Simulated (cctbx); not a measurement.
# Diagnosing a refinement

Cell a = 4.1550 Å, b = 19.6600 Å, c = 16.1360 Å, α = 90.00°, β = 92.82°, γ = 90.00°; space group P2_1/c (no. 14). The compound is MnSb6Pb4Se14.

Simulated single-crystal data (cctbx): Cu Kα, λ = 1.54184 Å, to d = 0.83 Å, 80 % of the full sphere, strongest reflection 70000 counts, noise from counting, a 1.5 % proportional error and a noise floor of 15 counts (s.d.); no absorption, and some extinction, which the refinements don't model.

An anisotropic refinement with weights 1/σ² prints:

```text
Rint 0.013, 164 unique reflections to 2.00 A
cycle     R1     wR2    GooF  max shift (A)
   1  0.0132  0.0291   3.230   0.00667
   2  0.0053  0.0113   1.257   0.00001
final R1 0.0053 wR2 0.0113 GooF 1.257  parameters 114  data/parameter 1.4
atom        x        y        z      Ueq    occ   su(xyz)  su(Uiso or U11)
Pb1    0.45537  0.35994  0.31344   0.0173  1.000  0.00035  0.0021
Pb2    0.43114  0.26349  0.06952   0.0184  1.000  0.00031  0.0019
Sb1    0.87808  0.33922  0.87082   0.0292  1.000  0.00063  0.0029
Sb2    0.90720  0.56277  0.32388   0.0176  1.000  0.00055  0.0031
Sb3    0.87158  0.45197  0.10175   0.0313  1.000  0.00057  0.0034
Se1    0.50785  0.10514  0.08438   0.0263  1.000  0.00078  0.0069
Se2    0.41752  0.20259  0.27148   0.0273  1.000  0.00092  0.0046
Se3    0.45996  0.49293  0.21843   0.0237  1.000  0.00086  0.0054
Se4    0.91928  0.22988  0.94914   0.0296  1.000  0.00074  0.0049
Se5    0.97926  0.45656  0.40215   0.0270  1.000  0.00131  0.0061
Se6    0.93029  0.34206  0.18205   0.0325  1.000  0.00088  0.0049
Se7    0.44899  0.39927  0.99511   0.0275  1.000  0.00086  0.0046
Mn1    0.50000  0.50000  0.50000   0.0307  1.000  0.00000  0.0147
difference map: max 0.16 min -0.12 rms 0.04
Q1    0.2098  0.6838  0.9845    4    0.17  2.05 A from Pb2
Q2    0.2412  0.6209  0.2630    4    0.15  2.08 A from Sb2
Q3    0.2363  0.2297  0.3821    4    0.14  1.92 A from Se4
Q4    0.2999  0.2066  0.6705    4    0.12  1.83 A from Se6
Q5    0.2728  0.0884  0.3983    4    0.11  1.71 A from Se7
Q6    0.2439  0.1892  0.1200    4    0.11  1.86 A from Pb2
```

Q: Accept it or mend it, and why?

Mend it. The fault: data cut at low resolution. Against the right model at the same level, R1 goes from 0.0098 to 0.0053 and GooF from 0.95 to 1.26. The atoms are right, but there are too few data for the parameters: R1 flatters and the s.u.s grow. Data per parameter fall from 20.8 to 1.4.

The compound is MnSb6Pb4Se14. The right model at the same level gives:

```text
Rint 0.017, 2373 unique reflections to 0.83 A
cycle     R1     wR2    GooF  max shift (A)
   1  0.0381  0.0834   4.097   0.00231
   2  0.0098  0.0194   0.953   0.00001
final R1 0.0098 wR2 0.0194 GooF 0.953  parameters 114  data/parameter 20.8
atom        x        y        z      Ueq    occ   su(xyz)  su(Uiso or U11)
Pb1    0.45542  0.35989  0.31341   0.0165  1.000  0.00003  0.0001
Pb2    0.43139  0.26349  0.06951   0.0175  1.000  0.00003  0.0001
Sb1    0.87779  0.33911  0.87111   0.0281  1.000  0.00006  0.0001
Sb2    0.90748  0.56280  0.32369   0.0170  1.000  0.00005  0.0001
Sb3    0.87150  0.45188  0.10171   0.0326  1.000  0.00007  0.0001
Se1    0.50738  0.10529  0.08448   0.0252  1.000  0.00009  0.0002
Se2    0.41577  0.20259  0.27140   0.0266  1.000  0.00010  0.0002
Se3    0.45951  0.49310  0.21829   0.0224  1.000  0.00009  0.0002
Se4    0.91962  0.22966  0.94931   0.0256  1.000  0.00009  0.0002
Se5    0.97868  0.45632  0.40195   0.0263  1.000  0.00010  0.0002
Se6    0.93018  0.34198  0.18203   0.0283  1.000  0.00010  0.0002
Se7    0.44911  0.39923  0.99482   0.0257  1.000  0.00010  0.0002
Mn1    0.50000  0.50000  0.50000   0.0295  1.000  0.00000  0.0005
difference map: max 0.58 min -0.66 rms 0.16
Q1    0.2166  0.7433  0.7541    4    0.60  1.92 A from Se2
Q2    0.3006  0.7185  0.9383    4    0.59  1.18 A from Pb2
Q3    0.3196  0.7297  0.2121    4    0.58  1.24 A from Se2
Q4    0.2136  0.6215  0.7164    4    0.57  1.52 A from Pb1
Q5    0.9908  0.0811  0.4573    4    0.54  2.01 A from Se7
Q6    0.2176  0.0801  0.3746    4    0.53  2.12 A from Sb1
```

The model is made up (kin elements in a known structure type, no relaxation), so it says nothing on whether the phase exists.

[Middle refinement cycles are left out of these outputs.]

[Logs are printed without paths, hosts, clocks, repeated set-up lines and the standing remarks that a program may print on its own settings, such as how far it seeks lower states.]
